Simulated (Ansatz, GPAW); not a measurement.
## A 9-layer slab of Ir(100): work function by functional and basis

How far do functional and basis move the work function of a 9-layer slab of Ir(100)?

Calculated with GPAW 26.7.0 and Ansatz 0.2.0; Ansatz plane waves; slab in vacuum with a dipole correction, relaxation, in the first sound run; inputs show where later runs differ.

### 1. Set-up

The cell holds 9 atoms: 9 Ir. Cell: a = 2.715 Å, b = 2.715 Å, c = 29.360 Å, α = 90.0°, β = 90.0°, γ = 90.0°. Vacuum lies along c.

### 2. Relaxation

Forces are removed first; all later runs use this geometry. The lowest 4 atoms are held at bulk positions and keep their forces.

Contents of input.yaml:

```yaml
crystal:
  lattice:
    - [2.7152900398, 0.0, 0.0]
    - [0.0, 2.7152900398, 0.0]
    - [0.0, 0.0, 29.36]
  atoms:
    - { symbol: Ir, position: [0.0, 0.0, 0.2384196185] }
    - { symbol: Ir, position: [0.5, 0.5, 0.3038147139] }
    - { symbol: Ir, position: [0.0, 0.0, 0.3692098093] }
    - { symbol: Ir, position: [0.5, 0.5, 0.4346049046] }
    - { symbol: Ir, position: [0.0, 0.0, 0.5] }
    - { symbol: Ir, position: [0.5, 0.5, 0.5653950954] }
    - { symbol: Ir, position: [0.0, 0.0, 0.6307901907] }
    - { symbol: Ir, position: [0.5, 0.5, 0.6961852861] }
    - { symbol: Ir, position: [0.0, 0.0, 0.7615803815] }
kpoints:
  mp_grid: { grid: [12, 12, 1] }
hamiltonian:
  xc: pbe
scf:
  occupations: { method: fermi_dirac, width: 0.1 }
efield:
  axis: 3
  dipole_correction: true
  ramp_width: 0.05
relax:
  f_tol: 0.02
  max_steps: 60
  constraints: [{ sites: [0, 1, 2, 3] }]
output:
  write_potential: true
  write_density: true
  volumetric_format: npy
```

Run with:

```bash
> ansatz run input.yaml --threads 4 --pin off --max-ram 8192MiB --backend cpu --events-out ev --progress --plain --runs-dir out
```

Numbers of over 12 decimals in the logs are rounded to 6 here.

Output:

```text
Engine: ansatz 0.2.0, x86_64-unknown-linux-gnu
Pseudopotentials: kind: paw
Pseudopotential: Ir, paw, valence charge 17, recommended cutoff 420 eV (normal), Ir.paw.azcp
Functional definition: PBE
  parameter kappa = 0.804
  parameter beta = 0.066725
  exchange = pbe_x(kappa = kappa, mu = beta*pi^2/3)
  correlation = pbe_c(beta = beta)
Crystal: 9 atoms, lattice volume = 216.465 Å³
Basis set: ecut = 420 eV, 4319 PW (Γ), exchange–correlation on 40×40×400 points (8 copies of the dense FFT grid, shifted against one another)
Bands: 92, of which v1, the nominal top of the filled ones, is band 77 counted from 1 (76 counted from 0)
Symmetry: 8 space group operations
k-points: 28 of 144
Non-local potential: Ir, projectors of the file, l = 0: 3, l = 1: 2, l = 2: 2, l = 3: 1
PAW form: soft (Blöchl's): semilocal exchange-correlation on the pseudo side does not see the compensation charge
PAW one-centre angular grid: Ir, 590 points (default); XC on 64 Gauss nodes
Initial density: superposition of atomic densities (neutral atoms: chi_scale 0, normalization atom), corrected by the library's trained network
Initial wavefunctions: pseudopotential atomic-orbital guess
Functional: x = pbe(κ = 0.804, μ = 0.219515), c = pbe(β = 0.066725)
SCF iter   1: F=—  HF=-107415.348094 eV  |F-HF|=—  |Δ(HF+E_count)|=         —  Δρ=1.54e-2  dr2=1.66e1  ethr=1.77e-3  p=0.000 e·Å  D=1.35e-13 V/Å  ΔV_dip=-0.00 eV  dr2_dipole=3.76e-10  V_vac-E_F(+/−)=4.99/4.99 eV  ⟨swp⟩=7.0  Hψ=10283  notcnv=0  defer=17
efield: sawtooth ramp at fractional position 0.9750 (placed from the atoms, in the widest stretch of the axis that holds none; the zero of the levels goes with the place), width 0.0500; the density the first Hamiltonian is built on has a dipole p = 0.000 e·Å; the dipole correction subtracts the counter field D = 1.35e-13 V/Å, which shifts the + side's vacuum level by -0.00 eV against the − side's; the planar-averaged density in the ramp window peaks in size at 6.9e-5 e/Å³
preconditioner: auto → LDOS  [metal: Δε(μ)=0.008 eV  Ē_g=6.453 eV  σ=0.100 eV  W_gap=0.02  n_scr=68 (ndim 8)  ℏωp=22.7 eV  f_vac=0.368  D(μ)=8.66/eV (n_scr^D=76)  β→1.0]
SCF iter   2: F=—  HF=-107415.203806 eV  |F-HF|=—  |Δ(HF+E_count)|=   1.44e-1  Δρ=4.02e-3  dr2=2.93e-1  ethr=1.77e-3  p=0.000 e·Å  D=9.83e-6 V/Å  ΔV_dip=-0.00 eV  dr2_dipole=9.02e-7  V_vac-E_F(+/−)=5.51/5.51 eV  ⟨swp⟩=2.1  Hψ=3039  notcnv=0  defer=37
SCF iter   3: F=—  HF=-107415.201200 eV  |F-HF|=—  |Δ(HF+E_count)|=   2.61e-3  Δρ=2.04e-3  dr2=2.07e-2  ethr=1.92e-4  p=0.000 e·Å  D=1.13e-6 V/Å  ΔV_dip=-0.00 eV  dr2_dipole=1.16e-7  V_vac-E_F(+/−)=5.45/5.45 eV  ⟨swp⟩=2.0  Hψ=3391  notcnv=0  defer=44
SCF iter   4: F=—  HF=-107415.197138 eV  |F-HF|=—  |Δ(HF+E_count)|=   4.06e-3  Δρ=3.63e-4  dr2=9.37e-4  ethr=1.35e-5  p=0.000 e·Å  D=1.11e-6 V/Å  ΔV_dip=-0.00 eV  dr2_dipole=3.39e-8  V_vac-E_F(+/−)=5.50/5.50 eV  ⟨swp⟩=2.7  Hψ=3814  notcnv=0  defer=44
SCF iter   5: F=—  HF=-107415.196509 eV  |F-HF|=—  |Δ(HF+E_count)|=   6.29e-4  Δρ=1.20e-4  dr2=1.05e-4  ethr=6.12e-7  p=0.000 e·Å  D=1.48e-6 V/Å  ΔV_dip=-0.00 eV  dr2_dipole=4.21e-11  V_vac-E_F(+/−)=5.52/5.52 eV  ⟨swp⟩=2.4  Hψ=3987  notcnv=0  defer=43
SCF iter   6: F=—  HF=-107415.196501 eV  |F-HF|=—  |Δ(HF+E_count)|=   7.85e-6  Δρ=4.54e-5  dr2=1.63e-5  ethr=6.87e-8  p=0.000 e·Å  D=1.42e-7 V/Å  ΔV_dip=-0.00 eV  dr2_dipole=4.60e-13  V_vac-E_F(+/−)=5.53/5.53 eV  ⟨swp⟩=2.1  Hψ=3804  notcnv=0  defer=43
SCF iter   7: F=-107415.196502 eV  HF=-107415.196502 eV  |F-HF|=7.61e-7  |Δ(HF+E_count)|=   1.22e-6  Δρ=1.78e-5  dr2=1.89e-6  ethr=6.54e-9  p=0.000 e·Å  D=1.84e-7 V/Å  ΔV_dip=-0.00 eV  dr2_dipole=5.79e-11  V_vac-E_F(+/−)=5.54/5.54 eV  ⟨swp⟩=13.3  Hψ=23814  notcnv=0
SCF 1 converged in 7 iterations: F = -107415.196502 eV  dr2 = 1.89e-6
  greatest PAW one-centre occupation: 1.000 electrons in one spin orbital (limit 2), on the Ir atom at site 6 (counted from 0), in its partial waves of l = 0
relax step   1: F+E_penalty+E_count = -107415.19650150 eV  Δ(F+E_penalty+E_count) = +0.000e0 eV  max|allowed force component| = 1.045e0 eV/Å  Δτ_max = 0.0000 Å  (7 SCF iters, dr2 threshold 1.00e-5 eV, accepted)
Initial density: handed on by an earlier stage of this run
Initial wavefunctions: those handed on with the density
iter 1 solved again at ethr=9.54e-5 eV; its pass at ethr=3.10e-3 eV (dr2=1.46e-1 eV) is discarded
SCF iter   1: F=—  HF=-107415.203611 eV  |F-HF|=—  |Δ(HF+E_count)|=         —  Δρ=9.57e-3  dr2=1.37e-1  ethr=9.54e-5  p=0.000 e·Å  D=7.28e-7 V/Å  ΔV_dip=-0.00 eV  dr2_dipole=4.21e-2  V_vac-E_F(+/−)=5.53/5.53 eV  ⟨swp⟩=2.0  Hψ=10134  notcnv=0  defer=34
efield: sawtooth ramp at fractional position 0.9750 (handed on by an earlier solve), width 0.0500; the density the first Hamiltonian is built on has a dipole p = 0.000 e·Å; the dipole correction subtracts the counter field D = 7.28e-7 V/Å, which shifts the + side's vacuum level by -0.00 eV against the − side's; the planar-averaged density in the ramp window peaks in size at 4.4e-6 e/Å³
preconditioner: auto → LDOS  [metal: Δε(μ)=0.005 eV  Ē_g=6.491 eV  σ=0.100 eV  W_gap=0.01  n_scr=68 (ndim 8)  ℏωp=22.7 eV  f_vac=0.366  D(μ)=8.93/eV (n_scr^D=76)  β→1.0]
SCF iter   2: F=—  HF=-107415.201948 eV  |F-HF|=—  |Δ(HF+E_count)|=   1.66e-3  Δρ=2.53e-3  dr2=3.72e-2  ethr=8.95e-5  p=0.002 e·Å  D=1.46e-3 V/Å  ΔV_dip=-0.04 eV  dr2_dipole=7.16e-3  V_vac-E_F(+/−)=5.50/5.54 eV  ⟨swp⟩=2.2  Hψ=4323  notcnv=0  defer=34
SCF iter   3: F=—  HF=-107415.196686 eV  |F-HF|=—  |Δ(HF+E_count)|=   5.26e-3  Δρ=1.18e-3  dr2=8.14e-3  ethr=2.43e-5  p=-0.001 e·Å  D=-5.87e-4 V/Å  ΔV_dip=0.02 eV  dr2_dipole=1.81e-4  V_vac-E_F(+/−)=5.56/5.54 eV  ⟨swp⟩=3.0  Hψ=4800  notcnv=0  defer=34
SCF iter   4: F=—  HF=-107415.194809 eV  |F-HF|=—  |Δ(HF+E_count)|=   1.88e-3  Δρ=2.94e-4  dr2=3.17e-4  ethr=5.32e-6  p=0.000 e·Å  D=9.28e-5 V/Å  ΔV_dip=-0.00 eV  dr2_dipole=4.71e-8  V_vac-E_F(+/−)=5.54/5.54 eV  ⟨swp⟩=2.5  Hψ=4327  notcnv=0  defer=36
SCF iter   5: F=-107415.194748 eV  HF=-107415.194783 eV  |F-HF|=3.52e-5  |Δ(HF+E_count)|=   2.56e-5  Δρ=6.33e-5  dr2=3.88e-5  ethr=4.46e-8  p=-0.000 e·Å  D=-1.81e-5 V/Å  ΔV_dip=0.00 eV  dr2_dipole=4.02e-6  V_vac-E_F(+/−)=5.54/5.54 eV  ⟨swp⟩=12.6  Hψ=27338  notcnv=0
SCF 2 converged in 5 iterations: F = -107415.194748 eV  dr2 = 3.88e-5
  greatest PAW one-centre occupation: 1.000 electrons in one spin orbital (limit 2), on the Ir atom at site 7 (counted from 0), in its partial waves of l = 0
[...]
SCF iter   5: F=—  HF=-107415.246298 eV  |F-HF|=—  |Δ(HF+E_count)|=   3.28e-5  Δρ=3.96e-5  dr2=1.15e-5  ethr=1.46e-7  p=-0.000 e·Å  D=-8.03e-5 V/Å  ΔV_dip=0.00 eV  dr2_dipole=2.14e-7  V_vac-E_F(+/−)=5.54/5.54 eV  ⟨swp⟩=2.2  Hψ=3750  notcnv=0  defer=40
SCF iter   6: F=—  HF=-107415.245618 eV  |F-HF|=—  |Δ(HF+E_count)|=   6.80e-4  Δρ=1.64e-5  dr2=1.82e-6  ethr=7.50e-9  p=-0.000 e·Å  D=-5.90e-5 V/Å  ΔV_dip=0.00 eV  dr2_dipole=7.25e-11  V_vac-E_F(+/−)=5.54/5.54 eV  ⟨swp⟩=2.1  Hψ=3881  notcnv=0  defer=40
SCF iter   7: F=-107415.245618 eV  HF=-107415.245618 eV  |F-HF|=1.57e-9  |Δ(HF+E_count)|=   2.88e-7  Δρ=4.25e-6  dr2=8.20e-8  ethr=6.54e-11  p=-0.000 e·Å  D=-5.97e-5 V/Å  ΔV_dip=0.00 eV  dr2_dipole=1.01e-8  V_vac-E_F(+/−)=5.54/5.54 eV  ⟨swp⟩=10.4  Hψ=22628  notcnv=0
SCF 3 converged in 7 iterations: F = -107415.245618 eV  dr2 = 8.20e-8
relax step   3: F+E_penalty+E_count = -107415.24561848 eV  Δ(F+E_penalty+E_count) = -4.912e-2 eV  max|allowed force component| = 1.087e-1 eV/Å  Δτ_max = 0.0929 Å  (7 SCF iters, accepted)
[...]
relax step   4: F+E_penalty+E_count = -107415.24521567 eV  Δ(F+E_penalty+E_count) = +4.028e-4 eV  max|allowed force component| = 1.244e-1 eV/Å  Δτ_max = 0.0850 Å  (7 SCF iters, dr2 threshold 7.39e-7 eV, rejected (line search))
SCF iter   1: F=—  HF=-107415.252029 eV  |F-HF|=—  |Δ(HF+E_count)|=         —  Δρ=2.95e-3  dr2=8.75e-2  ethr=5.79e-4  p=-0.001 e·Å  D=-4.25e-4 V/Å  ΔV_dip=0.01 eV  dr2_dipole=6.70e-2  V_vac-E_F(+/−)=5.55/5.54 eV  ⟨swp⟩=3.6  Hψ=4875  notcnv=0  defer=43
efield: sawtooth ramp at fractional position 0.9750 (handed on by an earlier solve), width 0.0500; the density the first Hamiltonian is built on has a dipole p = -0.001 e·Å; the dipole correction subtracts the counter field D = -4.25e-4 V/Å, which shifts the + side's vacuum level by +0.01 eV against the − side's; the planar-averaged density in the ramp window peaks in size at 4.7e-6 e/Å³
preconditioner: auto → LDOS  [metal: Δε(μ)=0.009 eV  Ē_g=6.474 eV  σ=0.100 eV  W_gap=0.02  n_scr=68 (ndim 8)  ℏωp=22.7 eV  f_vac=0.366  D(μ)=9.11/eV (n_scr^D=84)  β→1.0]
SCF iter   2: F=—  HF=-107415.249540 eV  |F-HF|=—  |Δ(HF+E_count)|=   2.49e-3  Δρ=7.23e-4  dr2=1.50e-3  ethr=5.72e-5  p=0.000 e·Å  D=1.67e-4 V/Å  ΔV_dip=-0.00 eV  dr2_dipole=9.07e-5  V_vac-E_F(+/−)=5.54/5.54 eV  ⟨swp⟩=2.1  Hψ=3983  notcnv=0  defer=43
SCF iter   3: F=—  HF=-107415.249300 eV  |F-HF|=—  |Δ(HF+E_count)|=   2.40e-4  Δρ=5.15e-4  dr2=1.33e-3  ethr=9.81e-7  p=0.000 e·Å  D=8.17e-5 V/Å  ΔV_dip=-0.00 eV  dr2_dipole=1.92e-4  V_vac-E_F(+/−)=5.54/5.54 eV  ⟨swp⟩=3.0  Hψ=5807  notcnv=0  defer=43
SCF iter   4: F=—  HF=-107415.248988 eV  |F-HF|=—  |Δ(HF+E_count)|=   3.12e-4  Δρ=7.49e-5  dr2=2.33e-5  ethr=8.71e-7  p=0.000 e·Å  D=2.10e-5 V/Å  ΔV_dip=-0.00 eV  dr2_dipole=2.18e-6  V_vac-E_F(+/−)=5.54/5.54 eV  ⟨swp⟩=2.1  Hψ=3820  notcnv=0  defer=43
SCF iter   5: F=—  HF=-107415.248318 eV  |F-HF|=—  |Δ(HF+E_count)|=   6.70e-4  Δρ=3.03e-5  dr2=5.09e-6  ethr=1.52e-8  p=-0.000 e·Å  D=-5.20e-5 V/Å  ΔV_dip=0.00 eV  dr2_dipole=8.26e-7  V_vac-E_F(+/−)=5.54/5.54 eV  ⟨swp⟩=3.0  Hψ=5035  notcnv=0  defer=43
SCF iter   6: F=—  HF=-107415.248320 eV  |F-HF|=—  |Δ(HF+E_count)|=   1.74e-6  Δρ=1.19e-5  dr2=6.18e-7  ethr=3.33e-9  p=-0.000 e·Å  D=-9.05e-5 V/Å  ΔV_dip=0.00 eV  dr2_dipole=6.79e-9  V_vac-E_F(+/−)=5.54/5.54 eV  ⟨swp⟩=2.0  Hψ=3148  notcnv=0  defer=43
SCF iter   7: F=-107415.248320 eV  HF=-107415.248320 eV  |F-HF|=1.82e-8  |Δ(HF+E_count)|=   3.92e-7  Δρ=2.17e-6  dr2=2.64e-8  ethr=6.54e-11  p=-0.000 e·Å  D=-1.16e-4 V/Å  ΔV_dip=0.00 eV  dr2_dipole=6.46e-10  V_vac-E_F(+/−)=5.54/5.54 eV  ⟨swp⟩=12.0  Hψ=21003  notcnv=0
SCF 5 converged in 7 iterations: F = -107415.248320 eV  dr2 = 2.64e-8
relax step   5: F+E_penalty+E_count = -107415.24832013 eV  Δ(F+E_penalty+E_count) = -2.702e-3 eV  max|allowed force component| = 4.192e-3 eV/Å  Δτ_max = 0.0411 Å  (7 SCF iters, accepted)
NSCF: frozen V_eff on 28 k-points
the band table was solved once a step of the walk had ended and its energy, with any forces and stress, was formed, with the checks that follow a solve (12688 applications of the Hamiltonian). They found nothing against the state; the energy, forces and stress were not computed again (output.eigenvalues in the input reference)
WARN: The output density's exchange-correlation potential varies sharply where the density is thin. Do not read a vacuum level from v_tot or v_xc, or from such a field of the output density. On a cell that repeats whose density bears no net charge and no dipole along the vacuum's axis use v_es (v_loc + v_h of the components); under efield.dipole_correction with no amplitude use v_es + v_field, which holds any externa [...]
SCF converged after 7 iterations
Free energy (F): -107415.248320 eV
Harris-Foulkes:  -107415.248320 eV  (|F-HF|=1.82e-8)
Internal energy: -107414.945372 eV  (E = F + TS)
E sigma→0 (E₀):  -107415.096846 eV
Entropy (-TS):   -0.302948 eV (-33.661 meV/atom)
Fermi energy:    12.863275 eV
Dipole field:    D = -0.000083 V/Å  (p = -0.000099 e·Å, saw-weighted, corrected)
Work function:   Φ+ = 5.5435 eV   Φ− = 5.5411 eV
Levels:          The Fermi level and band energies are counted from a zero that moves with the ramp; work functions are not
--- Per-component energies (eV) ---
  E_band       = -2685.287463
  E_kinetic    = 5601.384716
  E_local      = -245281.733508  (includes V_loc(G=0)·N_el)
  E_nonlocal   = 655.364380
  E_hartree    = 120561.267874
  E_xc         = -2407.975175
  E_vxc        = -2695.700045  (∫ρ·V_xc dr)
  E_paw        = -83010.792258  (= ΣΔE_a)
  E_vpaw       = -2087.119148  (= ΣTr[D̂ρ^β])
  E_aug_tail   = 0.000498  (compensation charges beyond the density's cutoff)
  E_efield     = 0.000000  (sawtooth field / dipole correction)
  E_vefield    = 0.000481  (∫n·V_field dr)
  E_ewald      = 96467.538101
  E_smearing   = -0.302948  (= −TS)
  E_closure    = 0.000000  (closes the sum)
  Σ components = -107415.248320   (vs F -107415.248320, Δ=0.00e0)
--- Forces (eV/Å), atoms counted from 1 ---
  atom   1  Ir     0.00000000     0.00000000     0.67288581
  atom   2  Ir    -0.00000000    -0.00000000    -1.04542971
  atom   3  Ir    -0.00000000     0.00000000    -0.08099678
  atom   4  Ir     0.00000000    -0.00000000     0.44587875
  atom   5  Ir    -0.00000000     0.00000000    -0.00230015
  atom   6  Ir     0.00000000     0.00000000     0.00419202
  atom   7  Ir    -0.00000000     0.00000000    -0.00053208
  atom   8  Ir     0.00000000     0.00000000     0.00367382
  atom   9  Ir     0.00000000     0.00000000     0.00262067
  max |Σ_I F_I| component: 7.66e-6 eV/Å
--- Band table (eV; the first three rows and the last of 28) ---
  k-point 0: bands = [... 73 lower, 12.1905, 12.2920, 12.2920, 12.5201, 12.7153, 12.8961, 13.1428, 13.1428, ... 11 higher]
  k-point 1: bands = [... 73 lower, 11.9295, 12.0284, 12.2492, 12.4692, 12.5102, 12.7788, 12.8691, 13.0163, ... 11 higher]
  k-point 2: bands = [... 73 lower, 11.7082, 11.7706, 11.9895, 12.0728, 12.1533, 12.5582, 12.7695, 12.9199, ... 11 higher]
  k-point 27: bands = [... 73 lower, 14.3659, 14.3979, 14.4140, 14.4282, 14.4316, 14.4884, 15.0376, 15.1512, ... 11 higher]
--- Relaxed structure (5 steps of the walk, 3 accepted, 0 SCFs on fresh bases) ---
  F+E_penalty+E_count = -107415.24832013 eV   max|allowed force component| = 4.192e-3 eV/Å
  atoms:
    - { symbol: Ir, position: [0.0, 0.0, 0.2384196185] }
    - { symbol: Ir, position: [0.500000, 0.500000, 0.3038147139] }
    - { symbol: Ir, position: [0.0, 0.0, 0.369210] }
    - { symbol: Ir, position: [0.500000, 0.500000, 0.4346049046] }
    - { symbol: Ir, position: [2.176453431669512e-18, 0, 0.501036] }
    - { symbol: Ir, position: [0.500000, 0.500000, 0.567093] }
    - { symbol: Ir, position: [5.9402201957184025e-18, 0, 0.633618] }
    - { symbol: Ir, position: [0.500000, 0.500000, 0.700483] }
    - { symbol: Ir, position: [3.7142874731544674e-18, 0, 0.763348] }
```

Elapsed: 32 s, on 4 threads of INTEL XEON PLATINUM 8581C at 2.30GHz (Emerald Rapids), shared host; peak memory 0.98 GiB; 2.1 min of CPU time.

The steps of the relaxation:

```
step  energy less that of the first step (eV)  largest force component (eV/Å)
   1                                   0.0000                          1.0448
   2                                   0.0018                          1.1036
   3                                  -0.0491                          0.1087
   4                                  -0.0487                          0.1244
   5                                  -0.0518                          0.0042
```

Relaxation steps 2, 4 were tried and not accepted.

The run keeps the 8 symmetry operations that it works with, so distortions that break them were not tested.

The atoms that moved most (Å):

```
atom     dx     dy     dz  length
 Ir8  0.000  0.000  0.126   0.126
 Ir7  0.000  0.000  0.083   0.083
 Ir9  0.000  0.000  0.052   0.052
 Ir6  0.000  0.000  0.050   0.050
 Ir5  0.000  0.000  0.030   0.030
```

Final coordinates:

```cif
data_structure
_symmetry_space_group_name_H-M 'P 1'
_symmetry_Int_Tables_number 1
_cell_length_a 2.7153
_cell_length_b 2.7153
_cell_length_c 29.3600
_cell_angle_alpha 90.000
_cell_angle_beta 90.000
_cell_angle_gamma 90.000
_cell_volume 216.47
loop_
_atom_site_label
_atom_site_type_symbol
_atom_site_fract_x
_atom_site_fract_y
_atom_site_fract_z
_atom_site_occupancy
Ir1 Ir 0.00000 0.00000 0.23842 1
Ir2 Ir 0.50000 0.50000 0.30381 1
Ir3 Ir 0.00000 0.00000 0.36921 1
Ir4 Ir 0.50000 0.50000 0.43460 1
Ir5 Ir 0.00000 0.00000 0.50104 1
Ir6 Ir 0.50000 0.50000 0.56709 1
Ir7 Ir 0.00000 0.00000 0.63362 1
Ir8 Ir 0.50000 0.50000 0.70048 1
Ir9 Ir 0.00000 0.00000 0.76335 1
```

Numbers from this step:

- free energy: -107415.2483 eV
- smearing term TS: 0.3029 eV
- symmetry operations: 8
- upper work function: 5.544 eV
- lower work function: 5.541 eV
- dipole along the normal: -9.92e-5 e·Å
- dipole field: -8.29e-5 V/Å
- vacuum level above: 18.41 eV
- vacuum level below: 18.40 eV

The electrostatic potential energy of an electron (with the applied field's), less the Fermi level, planar mean oscillates, so the rows of the table below give means over windows of 1.91 Å about each position, cut where the curve ends. Its maxima inside the range that stand out by 2 % of the span (Å: eV): 7.9: -4.61, 9.8: -5.10, 11.7: -5.18, 13.8: -4.71, 15.7: -4.68, 17.6: -4.43, 19.5: -4.49, 21.4: -6.13. Its minima: 7.0: -20.3, 9.0: -21.0, 10.9: -21.0, 12.8: -21.0, 14.7: -20.9, 16.6: -20.9, 18.6: -20.9, 20.6: -21.1, 22.5: -20.4.

Table of electrostatic potential energy of an electron (with the applied field's), less the Fermi level, planar mean by z; means over each step:

z (Å), electrostatic potential energy of an electron (with the applied field's), less the Fermi level, planar mean (eV) and a bar from the least value:
```
     0.95        5.5 ##############################
     2.86        5.5 ##############################
     4.77        5.1 #############################
     6.68      -11.0 ####
     8.59      -13.4 
    10.50      -13.6 
    12.41      -13.5 
    14.32      -13.3 #
    16.23      -13.4 
    18.14      -13.2 #
    20.05      -13.2 #
    21.96      -13.7 
    23.87        1.9 ########################
    25.78        5.5 ##############################
    27.69        5.5 ##############################
```

The valence density, planar mean oscillates, so the rows of the table below give means over windows of 1.91 Å about each position, cut where the curve ends. Its maxima inside the range that stand out by 2 % of the span (Å: e/Å³): 7.0: 1.94, 9.0: 1.96, 10.9: 1.96, 12.8: 1.96, 14.7: 1.96, 16.6: 1.95, 18.6: 1.95, 20.6: 1.96, 22.5: 1.93. Its minima: 7.9: 0.511, 9.8: 0.511, 11.7: 0.513, 13.8: 0.493, 15.7: 0.493, 17.6: 0.481, 19.5: 0.483, 21.4: 0.576.

The valence density, planar mean by z; means over each step:

```
z (Å)  valence density, planar mean (e/Å³)
 2.86                               1.0e-4
 4.77                               0.0184
 6.68                                 1.09
 8.59                                 1.20
10.50                                 1.20
12.41                                 1.20
14.32                                 1.19
16.23                                 1.19
18.14                                 1.18
20.05                                 1.18
21.96                                 1.24
23.87                                0.179
25.78                               8.1e-4
27.69                               4.5e-6
```

The relaxation lowered the energy of the cell by 0.0518 eV.

(Part 1 of 3 ends here.)

[Logs are printed without paths, hosts, clocks, repeated set-up lines and the standing remarks that a program may print on its own settings, such as how far it seeks lower states.]

[Hosts, paths, dates, database ids (printed as entryN), source tags and the programs' standing remarks are cut or masked in the printed files.]
